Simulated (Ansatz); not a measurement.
# Kohn anomalies in NbRh (P4/mmm)

Does NbRh (P4/mmm) have a Kohn anomaly or a soft branch that a wide smearing hides? The first relaxation steps of the session are not shown, so no cell shown is the starting entry, unless a step says so.

Main program and level: Ansatz 0.2.0; DFT PBEsol, scalar-relativistic, plane waves, PAW.

This is a report of a sequence of runs, with most program output left out.

## (1) The cell after earlier relaxation steps

It takes space group P4/mmm (No. 123, tetragonal). The conventional cell has a = 2.827 Å, b = 2.827 Å, c = 3.834 Å, α = 90.00°, β = 90.00°, γ = 90.00°. Nb has 8 Rh at 2.77 Å and 4 Nb at 2.83 Å nearest. Nearest to Rh lie 8 Nb at 2.77 Å and 4 Rh at 2.83 Å. Farther neighbours are not listed.

## (2) Tight relaxation

Residual forces and stress shift phonon frequencies, so the cell is relaxed again, with tight thresholds and the mesh and smearing of this input. Earlier relaxation steps are not shown.

input.yaml reads:

```yaml
crystal:
  lattice:
    - [2.8267411574, 0.0, 0.0]
    - [0.0, 2.8267411574, 0.0]
    - [0.0, 0.0, 3.8340373112]
  atoms:
    - { symbol: Nb, position: [0.0, 0.0, 0.0] }
    - { symbol: Rh, position: [0.5, 0.5, 0.5] }
kpoints:
  mp_grid: { grid: [10, 10, 8] }
hamiltonian:
  xc: pbesol
scf:
  occupations: { method: methfessel_paxton, width: 0.2 }
output:
  forces: true
  stress: true
  eigenvalues: true
relax:
  adjacent_minimum: "off"
  f_tol: 0.001
  max_steps: 60
  cell: { stress_tol: 0.01 }
```

Run with:

```console
> ansatz run input.yaml --threads 4 --pin off --max-ram 8192MiB --backend cpu --events-out ev --progress --plain --runs-dir out
```

Wall time 3.8 s (4 threads of Arm Neoverse V1, shared host); peak memory 0.37 GiB.

Little changed from the start: no atom moved by 0.005 Å and no cell edge by 0.1 %.

This step gave:

```yaml
pressure: -0.005556 GPa
volume_per_atom: 15.32 Å³
metallic_on_mesh: yes
gap_on_the_k_mesh: 0 eV
```

The largest force is now zero by symmetry and the largest stress component 0.0060 GPa, small enough for phonons.

## (3) Phonons along a line: Fermi–Dirac smearing of 0.1 eV

The smearing blurs the Fermi surface that screens the phonons; a Fermi–Dirac width is an electronic temperature.

input.yaml reads:

```yaml
crystal:
  lattice:
    - [2.827579913, 0.0, 0.0]
    - [0.0, 2.827579913, 0.0]
    - [0.0, 0.0, 3.8316544016]
  atoms:
    - { symbol: Nb, position: [0.0, 0.0, 0.0] }
    - { symbol: Rh, position: [0.5, 0.5, 0.5] }
kpoints:
  mp_grid: { grid: [20, 20, 12] }
hamiltonian:
  xc: pbesol
scf:
  occupations: { method: fermi_dirac, width: 0.1 }
output:
  eigenvalues: true
phonons:
  method: dfpt
  qpoints: [[0, 0, 0], [0.0, 0.25, 0.0], [0.0, 0.5, 0.0]]
```

Run time: 3.8 min. Hardware: 4 threads; peak memory 2.4 GiB.

Each wavevector solved by linear response. The frequency by |q| along the line:

```csv
|q| along the line (Å⁻¹),mode 1 (cm⁻¹),mode 2 (cm⁻¹),mode 3 (cm⁻¹),mode 4 (cm⁻¹),mode 5 (cm⁻¹),mode 6 (cm⁻¹)
0.000,0,0,0,156,156,221
0.555,54.0,89.8,140,149,171,199
1.111,95.5,132,152,158,199,259
```

## (4) Wavevectors along a line: Fermi–Dirac smearing of 0.25 eV

input.yaml: that of step 3 with these lines changed.

```diff
@@ -13,3 +13,3 @@
 scf:
-  occupations: { method: fermi_dirac, width: 0.1 }
+  occupations: { method: fermi_dirac, width: 0.25 }
 output:
```

Wider smearing eases the sum over k-points of a metal but moves the result away from its zero-temperature value.

Wall time 4.2 min (4 threads); peak memory 2.6 GiB; 16 min of CPU time.

Each wavevector solved by linear response. Table of frequency by |q| along the line:

| \|q\| along the line (Å⁻¹) | mode 1 (cm⁻¹) | mode 2 (cm⁻¹) | mode 3 (cm⁻¹) | mode 4 (cm⁻¹) | mode 5 (cm⁻¹) | mode 6 (cm⁻¹) |
| --- | --- | --- | --- | --- | --- | --- |
| 0.000 | 0 | 0 | 0 | 155 | 155 | 214 |
| 0.555 | 53.4 | 89.8 | 148 | 149 | 174 | 197 |
| 1.111 | 91.8 | 127 | 151 | 158 | 198 | 254 |

Against step 3 (now smearing width 0.25 eV), the free energy moves by -73.3 meV an atom.

## (5) Phonons along a line: Fermi–Dirac smearing of 0.04 eV

Each wavevector is solved by itself, so no interpolation smooths a dip of the branch.

input.yaml: that of step 4 with these lines changed.

```diff
@@ -13,3 +13,3 @@
 scf:
-  occupations: { method: fermi_dirac, width: 0.25 }
+  occupations: { method: fermi_dirac, width: 0.04 }
 output:
```

Narrower smearing comes nearer the zero-temperature value but asks more of the mesh.

It took 3.7 min on 4 threads; peak memory 2.4 GiB; 14 min of CPU time.

Each wavevector solved by linear response. The frequency by |q| along the line:

| \|q\| along the line (Å⁻¹) | mode 1 (cm⁻¹) | mode 2 (cm⁻¹) | mode 3 (cm⁻¹) | mode 4 (cm⁻¹) | mode 5 (cm⁻¹) | mode 6 (cm⁻¹) |
| --- | --- | --- | --- | --- | --- | --- |
| 0.000 | 0 | 0 | 0 | 154 | 154 | 222 |
| 0.555 | 53.2 | 89.3 | 139 | 148 | 171 | 198 |
| 1.111 | 92.8 | 133 | 152 | 157 | 201 | 261 |

Against step 3 (now smearing width 0.04 eV), the free energy moves by +11.4 meV an atom.

## (6) Phonons along a line: Methfessel–Paxton smearing of 0.2 eV

The smearing blurs the Fermi surface that screens the phonons; a Methfessel–Paxton width blurs it less than a thermal one.

input.yaml: that of step 5 with these lines changed.

```diff
@@ -13,3 +13,3 @@
 scf:
-  occupations: { method: fermi_dirac, width: 0.04 }
+  occupations: { method: methfessel_paxton, width: 0.2 }
 output:
```

Run time: 3.8 min. Hardware: 4 threads; peak memory 2.4 GiB.

Each wavevector solved by linear response. Frequency against |q| along the line:

| \|q\| along the line (Å⁻¹) | mode 1 (cm⁻¹) | mode 2 (cm⁻¹) | mode 3 (cm⁻¹) | mode 4 (cm⁻¹) | mode 5 (cm⁻¹) | mode 6 (cm⁻¹) |
| --- | --- | --- | --- | --- | --- | --- |
| 0.000 | 0 | 0 | 0 | 154 | 154 | 222 |
| 0.555 | 53.4 | 89.4 | 137 | 148 | 170 | 198 |
| 1.111 | 95.1 | 133 | 153 | 157 | 201 | 261 |

Against step 3 (now occupations Methfessel-Paxton and smearing width 0.2 eV), the free energy moves by +13.7 meV an atom.

## (7) Smearing and the soft branch

Lowest frequency against |q| along the line:

| \|q\| along the line (Å⁻¹) | fermi dirac 0.1 eV, k 20x20x12 (cm⁻¹) | fermi dirac 0.25 eV, k 20x20x12 (cm⁻¹) | fermi dirac 0.04 eV, k 20x20x12 (cm⁻¹) | methfessel paxton 0.2 eV, k 20x20x12 (cm⁻¹) |
| --- | --- | --- | --- | --- |
| 0.000 | 0 | 0 | 0 | 0 |
| 0.555 | 54.0 | 53.4 | 53.2 | 53.4 |
| 1.111 | 95.5 | 91.8 | 92.8 | 95.1 |

## (8) What came out

| Quantity | Value |
| --- | --- |
| phonon run of the rows without a label of their own | PBEsol, k 20×20×12 |
| lowest branch at the last solved point, Fermi–Dirac 0.1 eV | 95.5 cm⁻¹ at \|q\| = 1.11 Å⁻¹ |
| lowest branch at the last solved point, Fermi–Dirac 0.25 eV | 91.8 cm⁻¹ at \|q\| = 1.11 Å⁻¹ |
| lowest branch at the last solved point, Fermi–Dirac 0.04 eV | 92.8 cm⁻¹ at \|q\| = 1.11 Å⁻¹ |
| lowest branch at the last solved point, Methfessel–Paxton 0.2 eV | 95.1 cm⁻¹ at \|q\| = 1.11 Å⁻¹ |

No branch softens by more than 4 % of the top frequency as the smearing narrows, so no anomaly that hangs on the smearing shows at these points. The line holds 3 wavevectors, so a narrow dip between them would be missed. Between Fermi–Dirac 0.25 eV and Fermi–Dirac 0.04 eV the largest change, with modes counted by rank of frequency, is in mode 3 at |q| = 0.555 Å⁻¹, from 148 to 139 cm⁻¹. Where branches cross, a count by rank can hide a softening. At the narrowest width the k mesh may not resolve the Fermi surface, so part of the change can be mesh noise.

[Logs are printed without paths, hosts, clocks, repeated set-up lines and the standing remarks that a program may print on its own settings, such as how far it seeks lower states.]

[Hosts, paths, dates, database ids (printed as entryN), source tags and the programs' standing remarks are cut or masked in the printed files.]
